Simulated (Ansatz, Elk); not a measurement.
## How far do independent atoms describe Zn2PBr?

The structure of Zn2PBr used here is made up (a known structure type with other elements) and was relaxed beforehand with r2SCAN. The aim is the Fourier transform of its all-electron density, F(hkl), set beside the sum over free spherical atoms that refinements use.

Program: Elk 11.2.3 (patched build). Level of theory: DFT, PBE, all-electron APW+lo, Dirac cores, scalar-relativistic bands, static density, no spin. Results are calculated unless marked as measured.

The structure was built from a prototype and need not be the compound's stable phase.

### 1. Set-up

Symmetry: R-3m, No. 166, trigonal system. The conventional cell has a = 3.768 Å, b = 3.768 Å, c = 18.817 Å, α = 90.00°, β = 90.00°, γ = 120.00°. Nearest to Br lie 6 Zn at 2.96 Å. Nearest to Zn lie 3 P at 2.45 Å and 3 Br at 2.96 Å. Nearest to P lie 6 Zn at 2.45 Å. Farther neighbours and most contacts between anions are not listed.

Coordinates:

```cif
data_structure
_symmetry_space_group_name_H-M 'P 1'
_symmetry_Int_Tables_number 1
_cell_length_a 6.6389
_cell_length_b 6.6389
_cell_length_c 6.6389
_cell_angle_alpha 32.972
_cell_angle_beta 32.972
_cell_angle_gamma 32.972
_cell_volume 77.12
loop_
_atom_site_label
_atom_site_type_symbol
_atom_site_fract_x
_atom_site_fract_y
_atom_site_fract_z
_atom_site_occupancy
Br1 Br 0.00000 0.00000 0.00000 1
Zn2 Zn 0.77310 0.77310 0.77310 1
Zn3 Zn 0.22690 0.22690 0.22690 1
P4 P 0.50000 0.50000 0.50000 1
```

### 2. Ground state and structure factors

An all-electron density is needed, since X-rays see the cores too. Task 0 finds the density and task 195 Fourier-transforms it; tshift is off so that phases refer to the origin typed.

elk.in reads:

```
tasks
  0
  195

xctype
  20

spinpol
  .false.

rgkmax
  7.0

gmaxvr
  14.0

lmaxo
  7

lmaxapw
  8

swidth
  0.002

tshift
  .false.

ramdisk
  .false.

hmaxvr
  5.5

maxscl
  120

epspot
  1e-06

sppath
  './'

avec
  3.56021522920 2.05549122126 11.85311686196
  -3.56021522920 2.05549122126 11.85311686196
  0.00000000000 -4.11098244159 11.85311686212

atoms
  3
  'Br.in'
  1
  -0.0000000000 -0.0000000000 -0.0000000000   0.000000 0.000000 0.000000
  'Zn.in'
  2
  0.7731000918 0.7731000918 0.7731000918   0.000000 0.000000 0.000000
  0.2268999082 0.2268999082 0.2268999082   0.000000 0.000000 0.000000
  'P.in'
  1
  0.5000000000 0.5000000000 0.5000000000   0.000000 0.000000 0.000000

ngridk
  7 7 7
```

Launch:

```bash
$ OMP_NUM_THREADS=4 elk
```

Numbers of over 12 decimals in the logs are rounded to 6 here.

What it wrote:

```text
┌─────────────────────────┐
│ Elk code version 11.2.3 │
└─────────────────────────┘

All units are atomic (Hartree, Bohr, etc.)

┌─────────────────────────────────────────────────┐
│ Ground-state run starting from atomic densities │
└─────────────────────────────────────────────────┘

Lattice vectors :
   3.560215229       2.055491221       11.85311686
  -3.560215229       2.055491221       11.85311686
   0.000000000      -4.110982442       11.85311686

Reciprocal lattice vectors :
  0.8824164977      0.5094634025      0.1766957271
 -0.8824164977      0.5094634025      0.1766957271
  0.1788784323E-16  -1.018926805      0.1766957271

Unit cell volume      :    520.4460257
Brillouin zone volume :   0.4766108323

Muffin-tin inner radius fraction :   0.1000000000E-01

Nuclei treated as point charges

Species : 1 (Br)
 parameters loaded from : Br.in
 name : bromine
 nuclear charge    :   -35.00000000
 electronic charge :    35.00000000
 atomic mass :    145656.0816
 muffin-tin radius :    2.400000000
 number of radial points in muffin-tin :    993
 inner part over the whole radius :   0.9934012010E-02
 number on inner part of muffin-tin    :    703
 approximate nuclear radius :   0.7858070945E-04
 number of mesh points to nuclear radius :    344
 atomic positions (lattice), magnetic fields (Cartesian) :
  1 :   0.00000000  0.00000000  0.00000000    0.00000000  0.00000000  0.00000000

Species : 2 (Zn)
 parameters loaded from : Zn.in
 name : zinc
 nuclear charge    :   -30.00000000
 electronic charge :    30.00000000
 atomic mass :    119233.3130
 muffin-tin radius :    2.392426849
 number of radial points in muffin-tin :    993
 inner part over the whole radius :   0.9853002300E-02
 number on inner part of muffin-tin    :    701
 approximate nuclear radius :   0.7484757725E-04
 number of mesh points to nuclear radius :    337
 atomic positions (lattice), magnetic fields (Cartesian) :
  1 :  -0.22689991 -0.22689991 -0.22689991    0.00000000  0.00000000  0.00000000
  2 :   0.22689991  0.22689991  0.22689991    0.00000000  0.00000000  0.00000000

Species : 3 (P)
 parameters loaded from : P.in
 name : phosphorus
 nuclear charge    :   -15.00000000
 electronic charge :    15.00000000
 atomic mass :    56461.71230
 muffin-tin radius :    2.193057945
 number of radial points in muffin-tin :    793
 inner part over the whole radius :   0.9996870262E-02
 number on inner part of muffin-tin    :    554
 approximate nuclear radius :   0.6081821256E-04
 number of mesh points to nuclear radius :    248
 atomic positions (lattice), magnetic fields (Cartesian) :
  1 :   0.50000000  0.50000000  0.50000000    0.00000000  0.00000000  0.00000000

Total number of atoms per unit cell :    4
Total muffin-tin volume :    216.8059837
 ratio of muffin-tin to unit cell volume :   0.4165772684

Spin treatment :
 spin-unpolarised

Number of Bravais lattice symmetries :   12
Number of crystal symmetries         :   12
Crystal has inversion symmetry
Real symmetric eigensolver will be used

k-point grid :      7     7     7
k-point offset :    0.000000000       0.000000000       0.000000000
k-point set is reduced with full crystal symmetry group
Total number of k-points :       44

Muffin-tin radius times maximum |G+k| :    7.000000000
 using average radius
Maximum |G+k| for APW functions       :    2.985739370
Maximum (1/2)|G+k|²                   :    4.457319792
Maximum |G| for potential and density :    14.00000000
Constant for pseudocharge density :    8
 order of it for each species :   15  15  15
 order of it for pair densities of each species (exact exchange by exxq0 0: 16) :   10  10   8
Radial integration step length :    1

G-vector grid sizes :     56    56    56
Number of G-vectors :    24095

Maximum angular momentum used for
 APW functions            :    8
 outer part of muffin-tin :    7
 inner part of muffin-tin :    2

Total nuclear charge    :   -110.0000000
Total core charge       :    52.00000000
Total valence charge    :    58.00000000
[...]
correlation                 :     -5.214343
 electron entropic           :    -0.19711368314145E-03
 total energy                :     -6541.9415355802

Density of states at Fermi energy :    16.47507872
 (states/Hartree/unit cell)

Estimated indirect band gap :   0.3219824170E-02
 from k-point 1 to k-point 15
Estimated direct band gap   :   0.3262542678E-01
 at k-point 15

Charges :
 core                        :    52.00000000
 valence                     :    58.00000000
 interstitial                :    5.549588595
 muffin-tins (core leakage)
  species : 1 (Br)
   atom 1                    :    33.47573952     (  0.2264190184E-04)
  species : 2 (Zn)
   atom 1                    :    28.62663261     (  0.8813729931E-04)
[...]
species : 3 (P)
[...]
total in muffin-tins        :    104.4504114
 total calculated charge     :    109.9990084
 total charge                :    110.0000000
 error                       :   0.9915864154E-03

RMS change in Kohn-Sham potential (target) :   0.3047430218     (  0.1000000000E-05)
Absolute change in total energy (target)   :   0.2448048135     (  0.1000000000E-03)

[... loops 3 to 14 left out ...]

┌──────────────────┐
│ Loop number : 15 │
└──────────────────┘

Energies :
 Fermi                       :     0.177585
 sum of occupied eigenvalues :     -3761.1931552445
 electron kinetic            :      6674.1001087800
 core electron kinetic       :      6001.5393607527
 Coulomb                     :     -12956.243391314
 Coulomb potential           :     -10098.798773478
 nuclear-nuclear             :     -885.05026365545
 electron-nuclear            :     -14063.371108709
 Hartree                     :      1992.1779810503
 Madelung                    :     -7906.8440045752
 xc potential                :     -336.49449054600
 exchange                    :     -253.63859361299
 correlation                 :     -5.219089
 electron entropic           :    -0.32036461079877E-03
 total energy                :     -6541.0012854087

Density of states at Fermi energy :    25.38060104
 (states/Hartree/unit cell)

Estimated indirect band gap :   0.3817705917E-02
 from k-point 44 to k-point 34
Estimated direct band gap   :   0.3876455741E-01
 at k-point 34

Charges :
 core                        :    52.00000000
 valence                     :    58.00000000
 interstitial                :    5.516282130
 muffin-tins (core leakage)
  species : 1 (Br)
[...]
species : 2 (Zn)
[...]
species : 3 (P)
[...]
total in muffin-tins        :    104.4837179
 total calculated charge     :    109.9990097
 total charge                :    110.0000000
 error                       :   0.9902887687E-03

RMS change in Kohn-Sham potential (target) :   0.2091613417E-06 (  0.1000000000E-05)
Absolute change in total energy (target)   :   0.6728736025E-04 (  0.1000000000E-03)

Convergence targets achieved

┌──────────────────┐
│ Loop number : 16 │
└──────────────────┘

Energies :
 Fermi                       :     0.177585
 sum of occupied eigenvalues :     -3761.1931405186
 electron kinetic            :      6674.1001197277
 core electron kinetic       :      6001.5393683578
 Coulomb                     :     -12956.243390222
 Coulomb potential           :     -10098.798774243
 nuclear-nuclear             :     -885.05026365545
 electron-nuclear            :     -14063.371105107
 Hartree                     :      1992.1779785399
 Madelung                    :     -7906.8440031004
 xc potential                :     -336.49448600285
 exchange                    :     -253.63859348996
 correlation                 :     -5.219089
 electron entropic           :    -0.32036460965318E-03
 total energy                :     -6541.0012732453

Density of states at Fermi energy :    25.38059998
 (states/Hartree/unit cell)

Estimated indirect band gap :   0.3817705232E-02
 from k-point 44 to k-point 34
Estimated direct band gap   :   0.3876454107E-01
 at k-point 34

Charges :
 core                        :    52.00000000
 valence                     :    58.00000000
 interstitial                :    5.516281801
 muffin-tins (core leakage)
  species : 1 (Br)
[...]
species : 2 (Zn)
   atom 1                    :    28.81782859     (  0.8448427655E-04)
   atom 2                    :    28.81782859     (  0.8448427655E-04)
  species : 3 (P)
   atom 1                    :    13.37626321     (  0.3260302449E-03)
 total in muffin-tins        :    104.4837182
 total calculated charge     :    109.9990097
 total charge                :    110.0000000
 error                       :   0.9902891671E-03

┌──────────────────────────────┐
│ Self-consistent loop stopped │
└──────────────────────────────┘

Warning : core states of species 3 leak from the muffin-tin :   0.3260302449E-03

Wrote STATE.OUT
```

It took 28 s on 4 threads of Intel Xeon Platinum 8375C at 2.90GHz (Ice Lake), shared host; peak memory 0.18 GiB.

SFACRHO.OUT:

```text

h k l indices transformed by vhmat matrix:
   1.000000000       0.000000000       0.000000000    
   0.000000000       1.000000000       0.000000000    
   0.000000000       0.000000000       1.000000000    

      h      k      l  multipl.   |H|            Re(F)            Im(F)           |F|

      0      0      0      1   0.0000000       110.00000      0.62296951E-16   110.00000    
     -1     -1     -1      2  0.53008718      -4.6510835     -0.51524246E-14   4.6510835    
      1      0      0      6   1.0341340       25.725546      0.95818621E-14   25.725546    
      2      2      2      2   1.0601744       8.3156417     -0.72682358E-13   8.3156417    
      0     -1     -1      6   1.0784699      -7.8556746      0.20818499E-13   7.8556746    
     -2     -1     -1      6   1.2400621       80.322015      0.85844629E-14   80.322015    
      2      1      2      6   1.3486090       49.318585      0.49436371E-13   49.318585    
      3      3      3      2   1.5902615       60.494045      0.12213875E-12   60.494045    
      3      2      2      6   1.6025166      -22.030597     -0.23443134E-13   22.030597    
     -2     -3     -3      6   1.7425212       51.626616      0.27311643E-13   51.626616    
      1      0     -1      6   1.7648330       77.584374     -0.42759929E-15   77.584374    
     -2      0     -1     12   1.8427230      -2.2524714     -0.11964448E-13   2.2524714    
      3      4      3      6   2.0396936       27.220900     -0.52465196E-13   27.220900    
      1     -1     -1      6   2.0454996       21.034652     -0.83515604E-14   21.034652    
      1      2      3     12   2.0587873       5.7868161     -0.60252939E-13   5.7868161    
      0      0      2      6   2.0682681      -6.9167676     -0.17175463E-13   6.9167676    
     -4     -4     -4      2   2.1203487       24.644080      0.83280357E-13   24.644080    
      2      0      2      6   2.1569398       64.281897     -0.63615795E-14   64.281897
```

Elk indexes on the primitive cell of elk.in and gives |H| = 4π sin θ/λ in inverse bohr. Below, one row stands for each form hkl of the conventional cell (m members, Friedel mates merged), F is for one primitive cell and the density is static (no thermal factor). Free-atom factors are Waasmaier and Kirfel's, and R is Σm||F|−|F'||/Σm|F|.

```tsv
hkl	m	sin θ/λ (Å⁻¹)	abs F, DFT	neutral atoms	diff.
003	2	0.080	4.651	4.556	+0.095
101	6	0.155	25.726	25.851	-0.125
006	2	0.159	8.316	7.801	+0.514
012	6	0.162	7.856	8.393	-0.537
104	6	0.186	80.322	80.430	-0.108
015	6	0.203	49.319	49.445	-0.127
009	2	0.239	60.494	60.713	-0.219
107	6	0.241	22.031	22.254	-0.223
018	6	0.262	51.627	51.914	-0.287
110	6	0.265	77.584	78.047	-0.463
113	12	0.277	2.252	2.418	-0.166
1 0 10	6	0.307	27.221	27.274	-0.053
021	6	0.308	21.035	21.030	+0.005
116	12	0.310	5.787	5.749	+0.038
202	6	0.311	6.917	7.029	-0.113
0 0 12	2	0.319	24.644	24.788	-0.144
024	6	0.324	64.282	64.643	-0.361
0 1 11	6	0.330	24.512	24.726	-0.213
```

### 3. The highest occupied states alone

An energy window below the Fermi level keeps the highest occupied states, to see at which angles they scatter; shallow core shells can lie inside it and anion s states outside. No new self-consistency is needed.

Changes to elk.in since step 2:

```diff
@@ -1,3 +1,2 @@
 tasks
-  0
   195
@@ -40,2 +39,5 @@
 
+wsfac
+  -0.373650 0.477590
+
 sppath
```

Launch:

```bash
$ OMP_NUM_THREADS=4 elk
```

What it wrote:

```text
┌─────────────────────────────────┐
│ Elk code version 11.2.3 started │
└─────────────────────────────────┘

Info(readinput): the functional depends on the density's gradient
 muffin-tin radial points multiplied by    2.00000
 (not where nrmtscf is given)

┌────────────────────┐
│ Current task : 195 │
└────────────────────┘
Info(checkmt): changed muffin-tin radius of species 2 (Zn) from   2.4000 to   2.3924
Info(checkmt): changed muffin-tin radius of species 3 (P) from   2.2000 to   2.1931

Info(sfacrho): density structure factors written to SFACRHO.OUT

 Energy window :  -0.3736500000      0.4775900000

┌──────────────────┐
│ Elk code stopped │
└──────────────────┘
```

Elapsed: 6.2 s, on 4 threads; peak memory 0.16 GiB.

States within 15 eV below the Fermi level hold 35.22 electrons; any levels below the window count with the cores, and a count that is not whole means the window cuts a band. Their amplitudes can exceed the total, where window and core parts have opposite phase:

```tsv
hkl	sin θ/λ (Å⁻¹)	abs F, window	abs F, all
003	0.080	8.081	4.651
101	0.155	3.241	25.726
006	0.159	6.235	8.316
012	0.162	11.672	7.856
104	0.186	16.367	80.322
015	0.203	10.505	49.319
009	0.239	13.228	60.494
107	0.241	10.932	22.031
018	0.262	5.492	51.627
110	0.265	12.723	77.584
```

[end of part 1 of 2]

[Logs are printed without paths, hosts, clocks, repeated set-up lines and the standing remarks that a program may print on its own settings, such as how far it seeks lower states.]

[Hosts, paths, dates, database ids (printed as entryN), source tags and the programs' standing remarks are cut or masked in the printed files.]
